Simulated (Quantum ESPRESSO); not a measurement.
Entries from a set of simulations; values are calculated unless marked as measured.

```cif
data_feni
_symmetry_space_group_name_H-M 'P4/mmm'
_symmetry_Int_Tables_number 123
_cell_length_a 2.5330
_cell_length_b 2.5330
_cell_length_c 3.5820
_cell_angle_alpha 90.000
_cell_angle_beta 90.000
_cell_angle_gamma 90.000
_cell_volume 22.98
loop_
_atom_site_label
_atom_site_type_symbol
_atom_site_symmetry_multiplicity
_atom_site_Wyckoff_symbol
_atom_site_fract_x
_atom_site_fract_y
_atom_site_fract_z
_atom_site_occupancy
Fe1 Fe 1 a 0.00000 0.00000 0.00000 1
Ni1 Ni 1 d 0.50000 0.50000 0.50000 1
_calc_subject 'Canted and collinear textures of FeNi (Tetrataenite)'
_calc_method 'LDA; plane waves with PseudoDojo 0.4.1 SR LDA standard potentials, no spin-orbit coupling (and 1 further level or step)'
_calc_program 'Quantum ESPRESSO 7.5'
_calc_settings_of_one_run 'PseudoDojo 0.4.1 SR LDA standard, potential files Fe: Fe.upf, Ni: Ni.upf, cutoff 1129.27 eV, 7×7×5 k-mesh, 48 bands, fermi-dirac occupations, smearing width 0.1 eV, SCF threshold 2.00e-8, startingwfc atomic, starting moments 2.8 1 μB'
_calc_cost '5 runs, 6.5 min in all on 4 MPI ranks of Arm Neoverse V1, shared host (the runs of this entry)'
_calc_notes 'Without spin–orbit coupling only the angles between moments matter. The cell holds only so many moments, so longer spirals cannot form in it.'
_calc_lowest_start 'collinear parallel, two sublattices 60 degrees apart, collinear alternating and random 2'
_calc_its_final_state 'ferromagnetic'
_calc_its_moments '0.652 to 2.61 μB'
_calc_its_net_moment '3.21 μB a cell'
```

[Logs and program files are shortened in this print: banners, set-up blocks, solver, clock and traceback lines can be left out without a mark of their own.]

[Logs are printed without paths, hosts, clocks, repeated set-up lines and the standing remarks that a program may print on its own settings, such as how far it seeks lower states.]

[Hosts, paths, dates, database ids (printed as entryN), source tags and the programs' standing remarks are cut or masked in the printed files.]

[Where a cell is said to come from a database of computed structures, the database is the Materials Project.]
